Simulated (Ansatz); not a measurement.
**Tetragonal MoOPO4: orbital moments and g values**

Wanted: g of tetragonal MoOPO4. Measured values stand at the end.

Main program and level: Ansatz 0.2.0; DFT, PBEsol+U, plane-wave PAW, PAW set soft_1, collinear spin, scalar-relativistic.

**1. Set-up**

The structure is tetragonal, space group P4/n (No. 85). The conventional cell has a = 6.206 Å, b = 6.206 Å, c = 4.214 Å, α = 90.00°, β = 90.00°, γ = 90.00°. Nearest to Mo lie 5 O at 1.68 to 1.98 Å. Nearest to P lie 4 O at 1.53 Å. Nearest to O lie 1 P at 1.53 Å and 1 Mo at 1.98 Å. O has 1 Mo at 1.68 Å nearest. Farther neighbours, and contacts between anions beyond the nearest, are not listed.

The structure is a relaxed one from the Materials Project, so its cell can be off by a few per cent.

The 2 Mo moments of the cell that is run start parallel. In a paramagnet exchange averages the ions' tensors into one line, which the cell's tensor stands for; it tells nothing where the spins pair up instead.

**2. The main run**

One collinear run gives the spin density; a second pass then couples the two spin channels by spin-orbit coupling for several directions of the moment, which gives orbital moments and direction energies. U = 3 eV on Mo (orthogonalised atomic projectors) is meant to offset the tendency of semilocal functionals to spread the spin.

input.yaml reads:

```yaml
crystal:
  lattice:
    - [6.20613052, 0.0, 0.0]
    - [0.0, 6.20613052, 0.0]
    - [0.0, 0.0, 4.21419894]
  atoms:
    - { symbol: Mo, position: [0.5, 0.0, 0.19462736], spin: 1.0 }
    - { symbol: Mo, position: [0.0, 0.5, 0.80537264], spin: 1.0 }
    - { symbol: P, position: [0.0, 0.0, 0.5] }
    - { symbol: P, position: [0.5, 0.5, 0.5] }
    - { symbol: O, position: [0.80708682, 0.94413766, 0.29057601] }
    - { symbol: O, position: [0.44413766, 0.69291318, 0.29057601] }
    - { symbol: O, position: [0.55586234, 0.30708682, 0.29057601] }
    - { symbol: O, position: [0.19291318, 0.05586234, 0.29057601] }
    - { symbol: O, position: [0.0, 0.5, 0.20313866] }
    - { symbol: O, position: [0.5, 0.0, 0.79686134] }
    - { symbol: O, position: [0.30708682, 0.44413766, 0.70942399] }
    - { symbol: O, position: [0.94413766, 0.19291318, 0.70942399] }
    - { symbol: O, position: [0.05586234, 0.80708682, 0.70942399] }
    - { symbol: O, position: [0.69291318, 0.55586234, 0.70942399] }
magnetization:
  spin_polarized: true
kpoints:
  mp_grid: { grid: [3, 3, 4] }
scf:
  lower_state_search: "off"
  occupations: { method: fermi_dirac, width: 0.01 }
hamiltonian:
  xc: pbesol
  hubbard:
    sites: [{ species: Mo, l: d, u_eff: 3 }]
    projectors: ortho-atomic
  pseudopotentials: { kind: paw, azcp: { folder: soft_1 }, xc_functional: pbe }
output:
  forces: true
  eigenstates:
    nscf_kmesh: { grid: [3, 3, 4] }
    top_band: c65
    magnetocrystalline_anisotropy:
      directions: [[1, 0, 0], [0, 1, 0], [0, 0, 1], [1, 1, 0], [1, 0, 1], [0, 1, 1]]
# [... lines on directions and stored grids left out ...]
```

Run with:

```sh
> ansatz run input.yaml --threads 4 --pin off --max-ram 9216MiB --backend cpu --events-out ev --progress --plain --runs-dir out
```

The program printed:

```text
Engine: ansatz 0.2.0, x86_64-unknown-linux-gnu
Pseudopotentials: kind: paw
Pseudopotential: Mo, paw, valence charge 14, recommended cutoff 420 eV (normal), soft_1/Mo.paw.azcp
Pseudopotential: P, paw, valence charge 5, recommended cutoff 420 eV (normal), soft_1/P.paw.azcp
Pseudopotential: O, paw, valence charge 6, recommended cutoff 420 eV (normal), soft_1/O.paw.azcp
Functional definition: PBEsol
  exchange = pbesol_x
  correlation = pbesol_c
Crystal: 14 atoms, lattice volume = 162.314 Å³
Basis set: ecut = 420 eV, 3179 PW (Γ), exchange–correlation on 90×90×60 points (8 copies of the dense FFT grid, shifted against one another)
Bands: 64, of which v1, the nominal top of the filled ones, is band 49 counted from 1 (48 counted from 0)
Symmetry: 8 space group operations
Space group: P4/n (ITA 85), of the structure as read, at distance tolerance 5.5e-5 Å
Magnetic group: BNS 85.59 (UNI 719), of the structure as read, at distance tolerance 5.5e-5 Å
k-points: 9 of 36
Non-local potential: Mo, projectors of the file, l = 0: 3, l = 1: 2, l = 2: 2, l = 3: 1
Non-local potential: P, projectors of the file, l = 0: 2, l = 1: 2, l = 2: 1
Non-local potential: O, projectors of the file, l = 0: 2, l = 1: 2, l = 2: 1
PAW form: soft (Blöchl's): semilocal exchange-correlation on the pseudo side does not see the compensation charge
PAW frozen core: Mo, regenerated for the run's functional, and the local potential with it (the file was generated under x = pbe(κ = 0.804, μ = 0.219515), c = pbe(β = 0.066725))
PAW frozen core: P, regenerated for the run's functional, and the local potential with it (the file was generated under x = pbe(κ = 0.804, μ = 0.219515), c = pbe(β = 0.066725))
PAW frozen core: O, regenerated for the run's functional, and the local potential with it (the file was generated under x = pbe(κ = 0.804, μ = 0.219515), c = pbe(β = 0.066725))
PAW one-centre angular grid: Mo, 590 points (default); XC on 64 Gauss nodes
PAW one-centre angular grid: P, 110 points (default); XC on 64 Gauss nodes
PAW one-centre angular grid: O, 110 points (default); XC on 64 Gauss nodes
Initial density: superposition of atomic densities (chi_scale 0.1, normalization cell, long waves kept (reshape's long-wave potential 0.01 eV rms))
Starting moments: Σ|m| = 2 μB on 2 of 14 sites
Initial wavefunctions: pseudopotential atomic-orbital guess
Functional: x = pbesol(κ = 0.804, μ = 0.123457), c = pbesol(β = 0.046)
SCF iter   1: F=—  HF=-16888.134596 eV  |F-HF|=—  |Δ(HF+E_count)|=         —  Δρ=7.70e-2 (↑7.70e-2 ↓7.23e-2)  dr2=3.57e1  dr2_m=4.72e-1  M=2.000 μB ∫|m|=2.353 μB  β_m=0.30  ethr=3.10e-3  ⟨swp⟩=7.2  Hψ=5358  notcnv=0  defer=5
preconditioner: auto → Resta (q_TF=auto, 2.508 Å⁻¹)  ε∞=4.0  [insulator: Δε(μ)=0.681 eV  Ē_g=15.240 eV  σ=0.010 eV  W_gap=1.00  n_scr=38 (ndim 8)  ℏωp=26.4 eV  f_vac=0.000  D(μ)=0.00/eV (n_scr^D=0)  ε∞_Penn≈4.0]
spin=Collinear: Resta preconditioning applied to the charge; magnetization (m = ρ↑ − ρ↓) channel mixes plain (no charge-response kernel on spin).
SCF iter   2: F=—  HF=-16881.732458 eV  |F-HF|=—  |Δ(HF+E_count)|=    6.40e0  Δρ=3.69e-2 (↑3.69e-2 ↓3.32e-2)  dr2=6.33e0  dr2_m=2.39e-1  M=2.000 μB ∫|m|=2.441 μB  β_m=0.30  ethr=3.10e-3  ⟨swp⟩=3.0  Hψ=2365  notcnv=0  defer=137
SCF iter   3: F=—  HF=-16880.772058 eV  |F-HF|=—  |Δ(HF+E_count)|=   9.60e-1  Δρ=2.01e-2 (↑2.01e-2 ↓1.94e-2)  dr2=7.74e-1  dr2_m=1.15e-1  M=2.000 μB ∫|m|=2.451 μB  β_m=0.30  ethr=3.10e-3  ⟨swp⟩=2.3  Hψ=1942  notcnv=0  defer=138
SCF iter   4: F=—  HF=-16880.821167 eV  |F-HF|=—  |Δ(HF+E_count)|=   4.91e-2  Δρ=1.05e-2 (↑1.05e-2 ↓1.05e-2)  dr2=2.50e-1  dr2_m=6.24e-2  M=2.000 μB ∫|m|=2.417 μB  β_m=0.30  ethr=7.90e-4  ⟨swp⟩=2.5  Hψ=1530  notcnv=0  defer=140
SCF iter   5: F=—  HF=-16880.899357 eV  |F-HF|=—  |Δ(HF+E_count)|=   7.82e-2  Δρ=6.85e-3 (↑5.76e-3 ↓6.85e-3)  dr2=1.33e-1  dr2_m=3.28e-2  M=2.000 μB ∫|m|=2.419 μB  β_m=0.30  ethr=2.55e-4  ⟨swp⟩=3.0  Hψ=1835  notcnv=0  defer=140
SCF iter   6: F=—  HF=-16880.913590 eV  |F-HF|=—  |Δ(HF+E_count)|=   1.42e-2  Δρ=3.95e-3 (↑3.47e-3 ↓3.95e-3)  dr2=5.63e-3  dr2_m=1.87e-2  M=2.000 μB ∫|m|=2.400 μB  β_m=0.30  ethr=1.36e-4  ⟨swp⟩=2.7  Hψ=1738  notcnv=0  defer=140
SCF iter   7: F=—  HF=-16880.937009 eV  |F-HF|=—  |Δ(HF+E_count)|=   2.34e-2  Δρ=2.82e-3 (↑2.59e-3 ↓2.82e-3)  dr2=1.27e-3  dr2_m=1.05e-2  M=2.000 μB ∫|m|=2.389 μB  β_m=0.30  ethr=5.75e-6  ⟨swp⟩=2.8  Hψ=2037  notcnv=0  defer=140
Mixer restart at iter 7: flushing history
spin-set hold released at iteration 7 (site moments contracting): the magnetisation degrees of freedom join the quasi-Newton model from the next iteration; the mixer history was flushed
SCF iter   8: F=—  HF=-16880.949039 eV  |F-HF|=—  |Δ(HF+E_count)|=   1.20e-2  Δρ=2.06e-3 (↑1.97e-3 ↓2.06e-3)  dr2=7.99e-4  dr2_m=5.81e-3  M=2.000 μB ∫|m|=2.380 μB  β_m=0.65  ethr=1.29e-6  ⟨swp⟩=2.1  Hψ=2019  notcnv=0  defer=140
SCF iter   9: F=—  HF=-16880.963886 eV  |F-HF|=—  |Δ(HF+E_count)|=   1.48e-2  Δρ=9.25e-4 (↑4.93e-4 ↓9.25e-4)  dr2=2.91e-3  dr2_m=9.91e-5  M=2.000 μB ∫|m|=2.352 μB  β_m=0.54  ethr=8.16e-7  ⟨swp⟩=3.0  Hψ=2493  notcnv=0  defer=140
SCF iter  10: F=—  HF=-16880.963480 eV  |F-HF|=—  |Δ(HF+E_count)|=   4.06e-4  Δρ=2.77e-4 (↑2.77e-4 ↓2.07e-4)  dr2=7.05e-5  dr2_m=6.61e-5  M=2.000 μB ∫|m|=2.346 μB  β_m=0.67  ethr=8.16e-7  ⟨swp⟩=2.0  Hψ=1877  notcnv=0  defer=140
SCF iter  11: F=—  HF=-16880.963557 eV  |F-HF|=—  |Δ(HF+E_count)|=   7.69e-5  Δρ=1.82e-4 (↑1.01e-4 ↓1.82e-4)  dr2=4.72e-5  dr2_m=2.10e-5  M=2.000 μB ∫|m|=2.341 μB  β_m=0.74  ethr=7.19e-8  ⟨swp⟩=2.4  Hψ=1772  notcnv=0  defer=140
SCF iter  12: F=—  HF=-16880.963580 eV  |F-HF|=—  |Δ(HF+E_count)|=   2.36e-5  Δρ=4.58e-5 (↑4.58e-5 ↓3.49e-5)  dr2=8.90e-7  dr2_m=2.20e-6  M=2.000 μB ∫|m|=2.335 μB  β_m=0.87  ethr=4.82e-8  ⟨swp⟩=2.2  Hψ=1633  notcnv=0  defer=140
SCF iter  13: F=—  HF=-16880.963583 eV  |F-HF|=—  |Δ(HF+E_count)|=   2.53e-6  Δρ=1.46e-5 (↑1.46e-5 ↓9.95e-6)  dr2=1.41e-7  dr2_m=1.81e-7  M=2.000 μB ∫|m|=2.332 μB  β_m=0.93  ethr=9.08e-10  ⟨swp⟩=2.9  Hψ=2114  notcnv=0  defer=140
iter 14 did not close the SCF: its close was put off for a magnetic moment that had not settled (scf_convergence_deferred on its scf_iter line)
SCF iter  14: F=-16880.963583 eV  HF=-16880.963583 eV  |F-HF|=7.64e-11  |Δ(HF+E_count)|=   2.11e-7  Δρ=2.11e-6 (↑1.89e-6 ↓2.11e-6)  dr2=1.33e-8  dr2_m=2.63e-9  M=2.000 μB ∫|m|=2.332 μB  β_m=0.97  ethr=1.02e-10  ⟨swp⟩=20.8  Hψ=9817  notcnv=0
SCF iter  15: F=-16880.963583 eV  HF=-16880.963583 eV  |F-HF|=1.02e-10  |Δ(HF+E_count)|=   5.37e-9  Δρ=5.90e-7 (↑5.90e-7 ↓4.48e-7)  dr2=1.51e-9  dr2_m=6.99e-11  M=2.000 μB ∫|m|=2.332 μB  ethr=1.36e-11  ⟨swp⟩=6.4  Hψ=6580  notcnv=0
SCF 1 converged in 15 iterations: F = -16880.963583 eV  dr2 = 1.51e-9
  greatest PAW one-centre occupation: 0.999 electrons in one spin orbital (limit 2), on the Mo atom at site 1 (counted from 0), in its partial waves of l = 0
NSCF: frozen V_eff on 9 k-points
Magnetocrystalline anisotropy: 0 of 9 k-points coupled
Magnetocrystalline anisotropy: 9 of 9 k-points coupled
SCF converged after 15 iterations
Magnetization: 2.0000 μB (50.0000 up, 48.0000 down)
Absolute magnetization: 2.3386 μB (∫|ρ↑−ρ↓|, with the PAW one-centre terms)
Spin contamination: 0.0118 ħ² per cell (⟨S²⟩ above its minimum at these occupations)
Per-site moments (μB) at R_I (Å): [(0.401382, 0.691459), (0.401382, 0.691459), (0.00540525, 0.629990), (0.00540525, 0.629990), (0.017485, 0.629990), (0.017485, 0.629990), (0.017485, 0.629990), (0.017485, 0.629990), (-0.054264, 0.691459), (-0.054264, 0.691459), (0.017485, 0.629990), (0.017485, 0.629990), (0.017485, 0.629990), (0.017485, 0.629990)]
Free energy (F): -16880.963583 eV
Harris-Foulkes:  -16880.963583 eV  (|F-HF|=1.02e-10)
Internal energy: -16880.963583 eV  (E = F + TS)
E sigma→0 (E₀):  -16880.963583 eV
Fermi energy:    8.451280 eV
[...]
--- Forces (eV/Å), atoms counted from 1 ---
  atom   1  Mo     0.00000000     0.00000000     0.48692288
  atom   2  Mo     0.00000000     0.00000000    -0.48692288
  atom   3  P     -0.00000000     0.00000000     0.00000000
  atom   4  P     -0.00000000     0.00000000    -0.00000000
  atom   5  O     -0.45293131    -0.12648180    -0.31581545
  atom   6  O     -0.12648180     0.45293131    -0.31581545
  atom   7  O      0.12648180    -0.45293131    -0.31581545
  atom   8  O      0.45293131     0.12648180    -0.31581545
  atom   9  O      0.00000000     0.00000000     0.40483783
  atom  10  O      0.00000000     0.00000000    -0.40483783
  atom  11  O     -0.45293131    -0.12648180     0.31581545
  atom  12  O     -0.12648180     0.45293131     0.31581545
  atom  13  O      0.12648180    -0.45293131     0.31581545
  atom  14  O      0.45293131     0.12648180     0.31581545
  max |Σ_I F_I| component: 1.67e-16 eV/Å
--- Band table (eV; the first three rows and the last of 18) ---
[...]
Occupation matrices written to <dir>
```

It took 21 s on 4 threads of AMD EPYC 9B45 (Zen 5), shared host; peak memory 0.82 GiB.

The cell carries 2.00 μB, S = 1/2 on each ion. Mo (atom 1) has 5 O at 1.68 to 1.98 Å round it and 0.40 μB in its sphere.

From the anisotropy table, summed over the spheres:

```csv
direction,energy (meV),orbital moment (μB),on atom 1 (μB)
[1 0 0],0.0000,-0.0825,-0.0360
[0 1 0],0.0000,-0.0825,-0.0360
[0 0 1],0.1138,-0.1168,-0.0650
[1 1 0],0.0000,-0.0825,-0.0360
[1 0 1],0.0569,-0.0997,-0.0505
[0 1 1],0.0569,-0.0997,-0.0505
```

With g(n) = 2.0023 + L(n)/S, L and S summed over the cell's ions (S = 1), fitted to a symmetric tensor and averaged over the point group, the principal values are:

```csv
g,axis x,axis y,axis z
1.8856,0.00,0.00,1.00
1.9198,0.00,1.00,0.00
1.9198,1.00,0.00,0.00
```

One ion alone (atom 1, its own sphere) gives ⊥ 1.930, ∥ 1.872. The cell's tensor adds the ligands' share.

For S = 1/2 there is no zero-field splitting, so the direction energies aren't used.

The pass rescales the exchange-correlation response across the spin axis so that a rigid rotation costs nothing. Here the factor is 1.79, far enough from one to make the direction energies doubtful; g depends on them less.

**3. The ladder**

No level is known beforehand to be right for these quantities, so the functional, U, numerical settings and the positions are varied. All functionals run on PAW datasets made for PBE.

Times are on 4 threads of AMD EPYC 9B45 (Zen 5), shared host.

```csv
run,mesh,time,moment (μB),g₁,g₂,g₃
PBEsol+U Mo 3 eV,3×3×4,21 s,1.00,1.8856,1.9198,1.9198
PBEsol,3×3×4,20 s,1.00,1.8869,1.9234,1.9234
LDA,3×3×4,6.8 s,1.00,1.8817,1.9169,1.9169
PBEsol+U Mo 1.5 eV,3×3×4,20 s,1.00,1.8865,1.9214,1.9214
"PBEsol+U Mo 3 eV, relaxed positions",3×3×4,20 s,1.00,1.8866,1.9179,1.9179
"PBEsol+U Mo 3 eV, coarser mesh",2×2×3,19 s,1.00,1.8856,1.9191,1.9191
"PBEsol+U Mo 3 eV, finer mesh",4×4×5,24 s,1.00,1.8856,1.9197,1.9197
"PBEsol+U Mo 3 eV, 50 % more empty bands",3×3×4,21 s,1.00,1.8860,1.9199,1.9199
"PBEsol+U Mo 3 eV, cutoff 750 eV",3×3×4,27 s,1.00,1.8856,1.9198,1.9198
"PBEsol+U Mo 3 eV, cutoff 350 eV",3×3×4,20 s,1.00,1.8855,1.9197,1.9197
"PBEsol+U Mo 3 eV, smearing 0.05 eV",3×3×4,21 s,1.00,1.8856,1.9198,1.9198
LDA+U Mo 3 eV,3×3×4,7.8 s,1.00,1.8804,1.9125,1.9125
```

**4. What goes wrong with a bad setting**

One setting is now spoilt on purpose, to see whether the program objects and how far the results move.

input.yaml, as its differences from that of step 2:

```diff
@@ -27,2 +27,3 @@
   occupations: { method: fermi_dirac, width: 0.01 }
+  max_iter: 5
 hamiltonian:
@@ -40,2 +41 @@
       directions: [[1, 0, 0], [0, 1, 0], [0, 0, 1], [1, 1, 0], [1, 0, 1], [0, 1, 1]]
-# [... lines on directions and stored grids left out ...]
```

The program printed:

```text
Engine: ansatz 0.2.0, x86_64-unknown-linux-gnu
Pseudopotentials: kind: paw
Pseudopotential: Mo, paw, valence charge 14, recommended cutoff 420 eV (normal), soft_1/Mo.paw.azcp
Pseudopotential: P, paw, valence charge 5, recommended cutoff 420 eV (normal), soft_1/P.paw.azcp
Pseudopotential: O, paw, valence charge 6, recommended cutoff 420 eV (normal), soft_1/O.paw.azcp
Functional definition: PBEsol
  exchange = pbesol_x
  correlation = pbesol_c
Crystal: 14 atoms, lattice volume = 162.314 Å³
Basis set: ecut = 420 eV, 3179 PW (Γ), exchange–correlation on 90×90×60 points (8 copies of the dense FFT grid, shifted against one another)
Bands: 64, of which v1, the nominal top of the filled ones, is band 49 counted from 1 (48 counted from 0)
Symmetry: 8 space group operations
Space group: P4/n (ITA 85), of the structure as read, at distance tolerance 5.5e-5 Å
Magnetic group: BNS 85.59 (UNI 719), of the structure as read, at distance tolerance 5.5e-5 Å
k-points: 9 of 36
Non-local potential: Mo, projectors of the file, l = 0: 3, l = 1: 2, l = 2: 2, l = 3: 1
[...]
SCF iter   3: F=—  HF=-16880.773460 eV  |F-HF|=—  |Δ(HF+E_count)|=   9.59e-1  Δρ=2.02e-2 (↑2.02e-2 ↓1.94e-2)  dr2=7.76e-1  dr2_m=1.16e-1  M=2.000 μB ∫|m|=2.450 μB  β_m=0.30  ethr=3.10e-3  ⟨swp⟩=11.8  Hψ=10229  notcnv=0
SCF iter   4: F=—  HF=-16880.822258 eV  |F-HF|=—  |Δ(HF+E_count)|=   4.88e-2  Δρ=1.05e-2 (↑1.05e-2 ↓1.05e-2)  dr2=2.53e-1  dr2_m=6.28e-2  M=2.000 μB ∫|m|=2.415 μB  β_m=0.30  ethr=7.92e-4  ⟨swp⟩=8.7  Hψ=7884  notcnv=0
SCF iter   5: F=—  HF=-16880.902822 eV  |F-HF|=—  |Δ(HF+E_count)|=   8.06e-2  Δρ=7.04e-3 (↑6.00e-3 ↓7.04e-3)  dr2=1.52e-1  dr2_m=3.29e-2  M=2.000 μB ∫|m|=2.419 μB  β_m=0.30  ethr=2.58e-4  ⟨swp⟩=8.9  Hψ=8024  notcnv=0
Occupation matrices written to <dir>
Error: did not converge after 5 iterations: dr2 = 1.52e-1 (threshold 1.00e-7), under the density mixer `msr1`, which `scf.mixing.algorithm: auto` chose by the deck's other keys (type `scf.mixing.algorithm: msr1` to keep it); raise `scf.max_iter`, which need not help a stalled SCF, or adjust the mixing (`scf.mixing`) or, under a smearing, its width (`scf.occupations.width`, in either direction: another width is another result); this SCF holds its density and magnetisation to the symmetry operations that it keeps, and cannot end on a state that breaks one of them: if the state sought breaks one, re-run with `crystal.symmetry.detect: [rest of the remark cut]
```

Elapsed: 1.5 s, on 4 threads; peak memory 0.66 GiB.

The SCF did not converge, so its numbers describe nothing. The fault: the SCF is cut off. The fix: allow the SCF enough cycles.

**5. Against experiment**

```csv
quantity,measured,calculated,run,agreement
g for the field perpendicular to c,1.926 ± 0.002 at 300 K [1],1.920 (1.918 relaxed),PBEsol+U Mo 3 eV,108 % of the shift from 2.0023
g for the field along c,1.889 ± 0.002 at 300 K [1],1.886 (1.887 relaxed),PBEsol+U Mo 3 eV,103 % of the shift from 2.0023
```

[1] X-band ESR; “J1-J2 square lattice antiferromagnetism in the orbitally quenched insulator MoOPO4” (2017; arxiv:1705.06433). In a concentrated magnet the measured line also shifts with demagnetisation and short-range order, most at low temperature and high field.

**6. Results**

```json
{
  "spin": "S = 1/2 on Mo (as for Mo⁵⁺ d¹), 5 O at 1.68 to 1.98 Å",
  "g": "⊥ 1.9198, ∥ 1.8856"
}
```

In words: As a paramagnet of local spins, tetragonal MoOPO4 has S = 1/2 on each ion and g = ⊥ 1.9198, ∥ 1.8856 (PBEsol+U Mo 3 eV). Against experiment the calculated g values are off by up to 0.006. The shift is negative: in a shell less than half full the orbital moment opposes the spin. The mean g shift is -0.091 at U = 0 eV, -0.093 at U = 1.5 eV and -0.094 at U = 3 eV. The changes tried in mesh, the number of bands, cutoff and smearing move g by 0.0007 at most. Over the first program's levels the principal g values move by up to 0.0109. Relaxing the positions moves the mean g by -0.0009. Orbital moments are counted in the atomic spheres alone. The parallel pattern is a device, not a claim about the crystal's order.

Not shown: 2 runs that ended in an error and 1 run that was refused.

[Long decimals in the printed logs are rounded to 6 places.]

[Where a GPAW ground-state log is shown, its clock times and its lines on the Fermi level, the gap and the full list of levels were taken out.]

[Logs are printed without paths, hosts, clocks, repeated set-up lines and the standing remarks that a program may print on its own settings, such as how far it seeks lower states.]

[Hosts, paths, dates, database ids (printed as entryN), source tags and the programs' standing remarks are cut or masked in the printed files.]
